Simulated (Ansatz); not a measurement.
The crystal is H6PbCBr3N (CH3NH3PbBr3).

The structure was built from a prototype and need not be the compound's stable phase.

The cell holds 12 atoms: 1 C, 1 N, 6 H, 1 Pb and 3 Br. Its edges and angles: a = 5.821 Å, b = 5.941 Å, c = 5.759 Å, α = 90.1°, β = 90.0°, γ = 89.4°. It derives from Br3C1H6N1Pb1.

```xyz
12
Lattice="5.8213 0.0324 0.0023 0.0324 5.9404 -0.0047 0.0023 -0.0047 5.7590" Properties=species:S:1:pos:R:3 pbc="T T T"
C     5.3003    5.6920    5.7547
N     0.7768    0.3597    0.0023
H     5.4310    4.6020    5.7469
H     1.3653    6.0308    4.9094
H     4.7239    0.0691    4.8595
H     0.7329    1.3983    0.0090
H     4.7214    0.0612    0.9046
H     1.3625    6.0256    0.8418
Pb    2.8378    2.9278    2.8774
Br    2.4570    3.2482   -0.0024
Br    2.5675   -0.0665    2.8815
Br   -0.1270    2.4713    2.8748
```

The structure was relaxed with PBEsol-D3(BJ). The runs that relaxed it are not among those shown. Spin-orbit coupling is left out unless a run names it.

Gaps computed with Ansatz 0.2.0 without a self-energy: PBEsol 2.01 eV and HSE06 2.69 eV. The mean ε∞ by PBEsol perturbation theory is 4.71.

What gap should G0W0 on PBEsol give (4×4×4 mesh, 670 empty bands, screening to 130 eV, PAW set soft_1 files)?

About 3.12 eV: on its mesh the run moves the gap from 2.02 eV by +1.12 eV. Among the scalar-relativistic levels given, HSE06 is nearest (−0.43 eV). One-shot corrections scale roughly with one over ε∞, here 0.21. Bands and cutoff are finite, so the gap is not at the basis limit. The miss can reach some tenths of an eV and take either sign; the mesh is an error of its own. Where an edge is built on 6p states of lead, bismuth or thallium, scalar-relativistic gaps usually stand too wide, by a few tenths to over one eV. The many-body steps are scalar-relativistic: spin-orbit coupling is not in them.

[Paths, hosts, dates, memory and timing lines, banners, echoed tables and standing remarks are left out of the program output.]

[Logs are printed without paths, hosts, clocks, repeated set-up lines and the standing remarks that a program may print on its own settings, such as how far it seeks lower states.]

[Runs of the session that timed out or met a known fault of the program may be left out.]

[Cells called generated may have been cut or substituted from an entry of the Crystallography Open Database or the Materials Project.]

[Hosts, paths, dates, database ids (printed as entryN), source tags and the programs' standing remarks are cut or masked in the printed files.]
